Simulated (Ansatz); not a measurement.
## The false plateau in GW convergence: TiO2 (Rutile)

Wanted: the G0W0 gap of TiO2 (Rutile) over a grid of bands and cutoffs.

Main program and level: Ansatz 0.2.0; G0W0 on PBE, plane waves, PAW; PAW set soft_1.

## (1) Starting point

It takes space group P4_2/mnm (No. 136, tetragonal). The conventional cell has a = 4.592 Å, b = 4.592 Å, c = 2.957 Å, α = 90.00°, β = 90.00°, γ = 90.00°. Nearest to Ti lie 6 O at 1.95 to 1.98 Å. O has 3 Ti at 1.95 to 1.98 Å nearest. Farther neighbours and most contacts between anions are not listed.

The cell and positions come from the Crystallography Open Database and are kept as given unless a step says otherwise.

## (2) 50 empty bands, screening to 50 eV

Now the one-shot GW correction: screening in the RPA, then the self-energy of the levels asked for. This step takes PAW set soft_1 files.

Input file input.yaml:

```yaml
crystal:
  lattice:
    - [4.5922, 0.0, 0.0]
    - [0.0, 4.5922, 0.0]
    - [0.0, 0.0, 2.9574]
  atoms:
    - { symbol: Ti, position: [0.0, 0.0, 0.0] }
    - { symbol: Ti, position: [0.5, 0.5, 0.5] }
    - { symbol: O, position: [0.30496, 0.30496, 0.0] }
    - { symbol: O, position: [0.19504, 0.80496, 0.5] }
    - { symbol: O, position: [0.69504, 0.69504, 0.0] }
    - { symbol: O, position: [0.80496, 0.19504, 0.5] }
kpoints:
  mp_grid: { grid: [4, 4, 4] }
hamiltonian:
  xc: pbe
  pseudopotentials: { kind: paw, azcp: { folder: soft_1 } }
scf:
  occupations: { method: fixed }
gw:
  n_empty_bands: 50
  ecut_chi: 50
  qp_bands: [v2, c2]
  qp_kpoints: band_edges
  screening: { model: contour_deformation }
```

On the command line:

```
ansatz run input.yaml --threads 2 --pin off --max-ram 73728MiB --backend cuda --events-out ev --progress --plain --runs-dir out --devices 1 --max-vram 13GiB
```

Numbers of over 12 decimals in the logs are rounded to 6 here.

Output:

```text
GPUs: using 1 of 1 available (devices: 1).
Engine: ansatz 0.2.0, x86_64-unknown-linux-gnu
Pseudopotentials: kind: paw
Pseudopotential: Ti, paw, valence charge 12, recommended cutoff 420 eV (normal), soft_1/Ti.paw.azcp
Pseudopotential: O, paw, valence charge 6, recommended cutoff 420 eV (normal), soft_1/O.paw.azcp
Functional definition: PBE
  parameter kappa = 0.804
  parameter beta = 0.066725
  exchange = pbe_x(kappa = kappa, mu = beta*pi^2/3)
  correlation = pbe_c(beta = beta)
device memory: the entry about to start is reckoned to put 0.8 GiB on a device that reports 33.1 GiB free (of which the cap on the GPU budget leaves the run 13.0 GiB)
GPU FFT provider: cuFFT
GPU libraries: cuBLAS 13.8.2, cuFFT 12.4.0, cuSOLVER 12.3.4
Crystal: 6 atoms, lattice volume = 62.367 Å³
Basis set: ecut = 420 eV, 1217 PW (Γ)
Bands: 30, of which v1, the nominal top of the filled ones, is band 24 counted from 1 (23 counted from 0)
Symmetry: 16 space group operations
Space group: P42/mnm (ITA 136), of the structure as read, at distance tolerance 4.0e-5 Å
k-points: 18 of 64
Non-local potential: Ti, projectors of the file, l = 0: 3, l = 1: 2, l = 2: 3, l = 3: 1
Non-local potential: O, projectors of the file, l = 0: 2, l = 1: 2, l = 2: 1
PAW form: soft (Blöchl's): semilocal exchange-correlation on the pseudo side does not see the compensation charge
PAW one-centre angular grid: Ti, 590 points (default); XC on 64 Gauss nodes
PAW one-centre angular grid: O, 110 points (default); XC on 64 Gauss nodes
Initial density: superposition of atomic densities (chi_scale 0.1, normalization cell, long waves kept (reshape's long-wave potential 0.00 eV rms))
Initial wavefunctions: pseudopotential atomic-orbital guess
GPU buffer pool allocated for 20480 grid points (all kernels)
GPU transforms: local potential and band sums: pruned to the plane-wave sphere, on 32×32×20
Functional: x = pbe(κ = 0.804, μ = 0.219515), c = pbe(β = 0.066725)
SCF iter   1: F=—  HF=-7277.513915 eV  |F-HF|=—  |Δ(HF+E_count)|=         —  Δρ=6.60e-2  dr2=2.64e0  ethr=3.10e-3  ⟨swp⟩=4.1  Hψ=1721  notcnv=0  defer=50
preconditioner: auto → Resta (q_TF=auto, 2.612 Å⁻¹)  ε∞=8.5  [insulator: Δε(μ)=2.158 eV  Ē_g=9.708 eV  n_scr=18 (ndim 8)  ℏωp=26.6 eV  f_vac=0.000  ε∞_Penn≈8.5]
SCF iter   2: F=—  HF=-7277.317783 eV  |F-HF|=—  |Δ(HF+E_count)|=   1.96e-1  Δρ=3.85e-2  dr2=7.38e-1  ethr=3.10e-3  ⟨swp⟩=2.1  Hψ=953  notcnv=0  defer=36
SCF iter   3: F=—  HF=-7277.281653 eV  |F-HF|=—  |Δ(HF+E_count)|=   3.61e-2  Δρ=2.29e-2  dr2=3.39e-1  ethr=1.54e-3  ⟨swp⟩=2.0  Hψ=824  notcnv=0  defer=41
SCF iter   4: F=—  HF=-7277.270847 eV  |F-HF|=—  |Δ(HF+E_count)|=   1.08e-2  Δρ=4.91e-3  dr2=1.40e-2  ethr=7.06e-4  ⟨swp⟩=2.8  Hψ=1029  notcnv=0  defer=29
SCF iter   5: F=—  HF=-7277.278481 eV  |F-HF|=—  |Δ(HF+E_count)|=   7.63e-3  Δρ=1.75e-3  dr2=2.14e-3  ethr=2.92e-5  ⟨swp⟩=2.0  Hψ=743  notcnv=0  defer=72
SCF iter   6: F=—  HF=-7277.279781 eV  |F-HF|=—  |Δ(HF+E_count)|=   1.30e-3  Δρ=3.32e-4  dr2=5.11e-5  ethr=4.47e-6  ⟨swp⟩=2.0  Hψ=781  notcnv=0  defer=72
SCF iter   7: F=—  HF=-7277.279841 eV  |F-HF|=—  |Δ(HF+E_count)|=   5.96e-5  Δρ=6.38e-5  dr2=2.46e-6  ethr=1.06e-7  ⟨swp⟩=2.0  Hψ=822  notcnv=0  defer=18
SCF iter   8: F=—  HF=-7277.279843 eV  |F-HF|=—  |Δ(HF+E_count)|=   2.31e-6  Δρ=1.58e-5  dr2=1.31e-7  ethr=5.13e-9  ⟨swp⟩=2.5  Hψ=874  notcnv=0  defer=18
SCF iter   9: F=-7277.279843 eV  HF=-7277.279843 eV  |F-HF|=4.91e-11  |Δ(HF+E_count)|=   5.19e-8  Δρ=2.51e-6  dr2=3.14e-9  ethr=2.08e-10  ⟨swp⟩=6.9  Hψ=1529  notcnv=0
SCF 1 converged in 9 iterations: F = -7277.279843 eV  dr2 = 3.14e-9
[...]
device memory: the entry about to start is reckoned to put 0.8 GiB (of the 0.9 GiB reckoned in all, the device holds 0.1 GiB already) on a device that reports 33.2 GiB free (of which the cap on the GPU budget leaves the run 13.0 GiB)
NSCF: frozen V_eff on 18 k-points, pencils in batches of 32, up to order 120
[...]
gw.qp_kpoints: band_edges: 14 of 18 stored k-points solved, in 1 pass; an edge of the gap read off the rows below is read off those points alone
    valence top: of the k-points left out ik 7 came nearest to being solved in a further pass, in band 23 (counted from 1, as in the quasiparticle table): it holds the edge there only if its correction is more favourable than any solved in that band by at least 0.806 eV; those differ by 0.191 eV
    conduction bottom: of the k-points left out ik 5 came nearest to being solved in a further pass, in band 26 (counted from 1, as in the quasiparticle table): it holds the edge there only if its correction is more favourable than any solved in that band by at least 0.497 eV; those differ by 0.181 eV
  `?` marks the rows in doubt; gw_qp.tsv's column doubts and the gw_qp event give each row's grounds
    ik  band        ε_KS         Σx   Σc(E_QP)       V_xc       Z   E_QP_lin       E_QP  E_QP is
     0    23      8.6410   -26.2010     4.8383   -21.5703  0.7287     8.8479     8.8487  root
     0    24      9.0712   -26.1163     4.9878   -21.3290  0.7185     9.2709     9.2717  root
     0    25     10.9662   -13.3537    -6.5166   -21.7083  0.7252    12.9206    12.8041  root ?
     0    26     11.2760   -13.3679    -6.2206   -21.3217  0.7259    13.1018    13.0092  root
     1    23      7.6037   -25.2849     4.4975   -21.0250  0.7217     7.8402     7.8414  root
     1    24      8.6092   -25.5036     5.0963   -20.5165  0.7138     8.7182     8.7184  root
     1    25     11.3173   -13.4437    -6.6736   -21.8917  0.7152    13.2052    13.0917  root ?
     1    26     11.6462   -13.9505    -6.6679   -22.4896  0.7176    13.6527    13.5174  root ?
     2    23      7.6506   -25.7714     5.2422   -20.5761  0.7085     7.6975     7.6976  root
     2    24      7.6506   -25.7714     5.2422   -20.5761  0.7085     7.6975     7.6976  root
     2    25     12.0554   -14.5853    -6.5076   -22.8284  0.6978    13.9052    13.7909  root ?
     2    26     12.0554   -14.5853    -6.5076   -22.8284  0.6978    13.9052    13.7909  root ?
     3    23      8.2622   -25.6227     4.8540   -20.9443  0.7173     8.4371     8.4377  root
     3    24      8.8409   -25.9479     5.0649   -21.0369  0.7169     8.9944     8.9949  root
     3    25     11.2645   -13.7005    -6.4101   -21.9059  0.7197    13.1688    13.0598  root ?
     3    26     11.5984   -13.5851    -6.3229   -21.6067  0.7153    13.3937    13.2971  root
     4    23      7.7524   -24.9583     4.7561   -20.3530  0.7087     7.9026     7.9031  root
     4    24      8.5493   -25.7046     5.1288   -20.6876  0.7139     8.6609     8.6612  root
     4    25     11.2823   -13.3301    -6.6028   -21.7082  0.7182    13.1654    13.0576  root ?
     4    26     11.9785   -14.2723    -6.7013   -22.8104  0.7076    13.9508    13.8154  root ?
     6    23      8.3310   -25.5457     5.1271   -20.5097  0.7113     8.4218     8.4220  root
     6    24      8.3310   -25.5457     5.1271   -20.5097  0.7113     8.4218     8.4220  root
     6    25     11.6419   -13.7579    -6.4988   -22.0012  0.7116    13.4942    13.3864  root ?
     6    26     11.6419   -13.7579    -6.4988   -22.0012  0.7116    13.4942    13.3864  root ?
[...]
9    25     11.0442   -13.4967    -6.4057   -21.7223  0.7258    12.9759    12.8642  root ?
     9    26     11.5992   -13.7407    -6.9384   -22.5593  0.7122    13.6193    13.4794  root ?
[...]
10    25     11.3579   -13.5754    -6.4421   -21.7871  0.7181    13.2297    13.1275  root ?
    10    26     11.7400   -14.0271    -6.7456   -22.6310  0.7117    13.7345    13.5983  root ?
[...]
11    26     11.8620   -14.2333    -6.4151   -22.3715  0.7043    13.6905    13.5851  root ?
[...]
12    25     11.3733   -13.8383    -6.3114   -21.9210  0.7189    13.2485    13.1446  root ?
    12    26     11.3733   -13.8383    -6.3114   -21.9210  0.7189    13.2485    13.1446  root ?
[...]
15    24      8.0324   -26.1256     4.9302   -21.3445  0.7277     8.1811     8.1816  root
    15    25     11.0091   -13.5480    -6.3494   -21.7202  0.7273    12.9417    12.8320  root ?
    15    26     11.0091   -13.5480    -6.3494   -21.7202  0.7273    12.9417    12.8320  root ?
    17    23      8.4049   -26.2457     5.0471   -21.3387  0.7217     8.5446     8.5450  root
    17    24      8.4049   -26.2457     5.0471   -21.3387  0.7217     8.5446     8.5450  root
    17    25     11.6817   -13.8504    -6.4006   -21.9685  0.7097    13.4985    13.3992  root
    17    26     11.6817   -13.8504    -6.4006   -21.9685  0.7097    13.4985    13.3992  root
[key lines of the parts left out:]
SCF converged after 9 iterations
Free energy (F): -7277.279843 eV
Fermi energy:    9.071151 eV
```

The job ended after 6.6 s (1 × NVIDIA H100 80GB HBM3 (shared by 6 runs) with 2 threads of AMD EPYC 7R13 (Zen 3), shared host; peak memory 1 GiB; 6.8 s of CPU time).

In the SCF lines HF is the Harris–Foulkes energy and dr2 the Hartree energy of the density residual, in eV; the loop may stop once dr2 is under the threshold and the program's other checks hold. Hψ counts applications of the Hamiltonian.

Numbers from this step:

```yaml
bands_summed: 74
rpa_eps_infinity_on_this_mesh_eigenvalues: 7.371, 7.371, 9.232
plane_waves_in_the_screening_matrix: 47
q_points_in_the_mesh: 64
g0w0_gap_on_the_mesh: 3.474 eV
k_of_the_valence_top: 0, 0, 0
k_of_the_conduction_bottom: 0, -0.5, -0.5
starting_gap_on_the_mesh: 1.895 eV
z_at_the_valence_top: 0.7185
z_at_the_conduction_bottom: 0.7259
least_direct_g0w0_gap_on_the_computed_points: 3.532 eV
```

The gap on the mesh goes from 1.90 eV to 3.47 eV, a correction of +1.58 eV, though a band edge has moved to another state.

## (3) 260 empty bands, screening to 50 eV

input.yaml: that of step 2 with these lines changed.

```diff
@@ -20,3 +20,3 @@
 gw:
-  n_empty_bands: 50
+  n_empty_bands: 260
   ecut_chi: 50
```

Output:

```text
GPUs: using 1 of 1 available (devices: 1).
[...]
GPU FFT provider: cuFFT
GPU libraries: cuBLAS 13.8.2, cuFFT 12.4.0, cuSOLVER 12.3.4
Crystal: 6 atoms, lattice volume = 62.367 Å³
Basis set: ecut = 420 eV, 1217 PW (Γ)
Bands: 30, of which v1, the nominal top of the filled ones, is band 24 counted from 1 (23 counted from 0)
Symmetry: 16 space group operations
[...]
k-points: 18 of 64
[...]
1    26     11.6462   -13.9505    -6.9799   -22.4896  0.7189    13.2763    13.2054  root
[...]
17    23      8.4049   -26.2457     4.8041   -21.3387  0.7229     8.3018     8.3020  root
    17    24      8.4049   -26.2457     4.8041   -21.3387  0.7229     8.3018     8.3020  root
    17    25     11.6817   -13.8504    -6.7095   -21.9685  0.7112    13.1501    13.0903  root
    17    26     11.6817   -13.8504    -6.7095   -21.9685  0.7112    13.1501    13.0903  root
[key lines of the parts left out:]
SCF converged after 9 iterations
Free energy (F): -7277.279843 eV
Fermi energy:    9.071151 eV
```

Wall time 15 s (1 × NVIDIA H100 80GB HBM3 (shared by 6 runs) with 2 threads); peak memory 1.2 GiB.

Numbers from this step:

| Item | Value |
| --- | --- |
| bands summed | 284 |
| RPA ε∞ on this mesh (eigenvalues) | 7.390, 7.390, 9.254 |
| plane waves in the screening matrix | 47 |
| G0W0 gap on the mesh | 3.398 eV |
| k of the valence top | 0, 0, 0 |
| k of the conduction bottom | 0, -0.5, -0.5 |
| starting gap on the mesh | 1.895 eV |
| least direct G0W0 gap on the computed points | 3.467 eV |

Against the run with 4×4×4 mesh, 50 empty bands, screening to 50 eV, PAW set soft_1 files, the gap moves by −0.08 eV.

## (4) 141 empty bands, screening to 100 eV

Bands and screening cutoff are moved together, since each hides the error of the other.

input.yaml: that of step 3 with these lines changed.

```diff
@@ -20,4 +20,4 @@
 gw:
-  n_empty_bands: 260
-  ecut_chi: 50
+  n_empty_bands: 141
+  ecut_chi: 100
   qp_bands: [v2, c2]
```

Output:

```text
GPUs: using 1 of 1 available (devices: 1).
[...]
GPU FFT provider: cuFFT
GPU libraries: cuBLAS 13.8.2, cuFFT 12.4.0, cuSOLVER 12.3.4
Crystal: 6 atoms, lattice volume = 62.367 Å³
Basis set: ecut = 420 eV, 1217 PW (Γ)
Bands: 30, of which v1, the nominal top of the filled ones, is band 24 counted from 1 (23 counted from 0)
Symmetry: 16 space group operations
[...]
k-points: 18 of 64
[...]
1    26     11.6462   -13.9505    -7.1147   -22.4896  0.7116    13.1285    13.0706  root
[...]
17    23      8.4049   -26.2457     4.8296   -21.3387  0.7137     8.3274     8.3276  root
    17    24      8.4049   -26.2457     4.8296   -21.3387  0.7137     8.3274     8.3276  root
    17    25     11.6817   -13.8504    -6.8446   -21.9685  0.7015    13.0039    12.9552  root
    17    26     11.6817   -13.8504    -6.8446   -21.9685  0.7015    13.0039    12.9552  root
[key lines of the parts left out:]
SCF converged after 9 iterations
Free energy (F): -7277.279843 eV
Fermi energy:    9.071151 eV
```

It took 11 s on 1 × NVIDIA H100 80GB HBM3 (shared by 6 runs) with 2 threads; peak memory 1.1 GiB; 12 s of CPU time.

The G0W0 gap on the mesh is 3.233 eV.

## (5) 735 empty bands, screening to 100 eV

input.yaml: that of step 4 with these lines changed.

```diff
@@ -20,3 +20,3 @@
 gw:
-  n_empty_bands: 141
+  n_empty_bands: 735
   ecut_chi: 100
```

Output:

```text
GPUs: using 1 of 1 available (devices: 1).
[...]
GPU FFT provider: cuFFT
GPU libraries: cuBLAS 13.8.2, cuFFT 12.4.0, cuSOLVER 12.3.4
Crystal: 6 atoms, lattice volume = 62.367 Å³
Basis set: ecut = 420 eV, 1217 PW (Γ)
Bands: 30, of which v1, the nominal top of the filled ones, is band 24 counted from 1 (23 counted from 0)
Symmetry: 16 space group operations
[...]
k-points: 18 of 64
[...]
1    26     11.6462   -13.9505    -7.3285   -22.4896  0.7115    12.8958    12.8568  root
[...]
17    23      8.4049   -26.2457     4.6568   -21.3387  0.7136     8.1535     8.1548  root
    17    24      8.4049   -26.2457     4.6568   -21.3387  0.7136     8.1535     8.1548  root
    17    25     11.6817   -13.8504    -7.0493   -21.9685  0.7015    12.7825    12.7506  root
    17    26     11.6817   -13.8504    -7.0493   -21.9685  0.7015    12.7825    12.7506  root
[key lines of the parts left out:]
SCF converged after 9 iterations
Free energy (F): -7277.279843 eV
Fermi energy:    9.071151 eV
```

It took 43 s on 1 × NVIDIA H100 80GB HBM3 (shared by 6 runs) with 2 threads; peak memory 1.9 GiB; 64 s of CPU time.

The G0W0 gap on the mesh is 3.197 eV.

## (6) 50 empty bands, screening to 150 eV

input.yaml: that of step 5 with these lines changed.

```diff
@@ -20,4 +20,4 @@
 gw:
-  n_empty_bands: 735
-  ecut_chi: 100
+  n_empty_bands: 50
+  ecut_chi: 150
   qp_bands: [v2, c2]
```

Output:

```text
GPUs: using 1 of 1 available (devices: 1).
[...]
GPU FFT provider: cuFFT
GPU libraries: cuBLAS 13.8.2, cuFFT 12.4.0, cuSOLVER 12.3.4
Crystal: 6 atoms, lattice volume = 62.367 Å³
Basis set: ecut = 420 eV, 1217 PW (Γ)
Bands: 30, of which v1, the nominal top of the filled ones, is band 24 counted from 1 (23 counted from 0)
Symmetry: 16 space group operations
[...]
k-points: 18 of 64
[...]
15    26     11.0091   -13.5480    -6.3706   -21.7202  0.7181    12.9163    12.8108  root ?
    17    23      8.4049   -26.2457     5.1827   -21.3387  0.7087     8.6792     8.6807  root
    17    24      8.4049   -26.2457     5.1827   -21.3387  0.7087     8.6792     8.6807  root
    17    25     11.6817   -13.8504    -6.4525   -21.9685  0.6966    13.4427    13.3474  root
    17    26     11.6817   -13.8504    -6.4525   -21.9685  0.6966    13.4427    13.3474  root
[key lines of the parts left out:]
SCF converged after 9 iterations
Free energy (F): -7277.279843 eV
Fermi energy:    9.071151 eV
```

It took 9.8 s on 1 × NVIDIA H100 80GB HBM3 (shared by 6 runs) with 2 threads; peak memory 1.2 GiB; 8.8 s of CPU time.

The G0W0 gap on the mesh is 3.279 eV.

## (7) 260 empty bands, screening to 150 eV

input.yaml: that of step 6 with these lines changed.

```diff
@@ -20,3 +20,3 @@
 gw:
-  n_empty_bands: 50
+  n_empty_bands: 260
   ecut_chi: 150
```

Output:

```text
GPUs: using 1 of 1 available (devices: 1).
[...]
GPU FFT provider: cuFFT
GPU libraries: cuBLAS 13.8.2, cuFFT 12.4.0, cuSOLVER 12.3.4
Crystal: 6 atoms, lattice volume = 62.367 Å³
Basis set: ecut = 420 eV, 1217 PW (Γ)
Bands: 30, of which v1, the nominal top of the filled ones, is band 24 counted from 1 (23 counted from 0)
Symmetry: 16 space group operations
[...]
k-points: 18 of 64
[...]
1    26     11.6462   -13.9505    -7.3113   -22.4896  0.7089    12.9145    12.8741  root
[...]
17    23      8.4049   -26.2457     4.6366   -21.3387  0.7093     8.1330     8.1345  root
    17    24      8.4049   -26.2457     4.6366   -21.3387  0.7093     8.1330     8.1345  root
    17    25     11.6817   -13.8504    -7.0390   -21.9685  0.6979    12.7939    12.7608  root
    17    26     11.6817   -13.8504    -7.0390   -21.9685  0.6979    12.7939    12.7608  root
[key lines of the parts left out:]
SCF converged after 9 iterations
Free energy (F): -7277.279843 eV
Fermi energy:    9.071151 eV
```

Run time: 13 s. Hardware: 1 × NVIDIA H100 80GB HBM3 (shared by 6 runs) with 2 threads; peak memory 1.3 GiB.

The G0W0 gap on the mesh is 3.233 eV.

[end of part 1 of 2]

[Paths, hosts, dates, memory and timing lines, banners, echoed tables and standing remarks are left out of the program output.]

[Logs are printed without paths, hosts, clocks, repeated set-up lines and the standing remarks that a program may print on its own settings, such as how far it seeks lower states.]

[Runs of the session that timed out or met a known fault of the program may be left out.]

[Cells called generated may have been cut or substituted from an entry of the Crystallography Open Database or the Materials Project.]

[Hosts, paths, dates, database ids (printed as entryN), source tags and the programs' standing remarks are cut or masked in the printed files.]
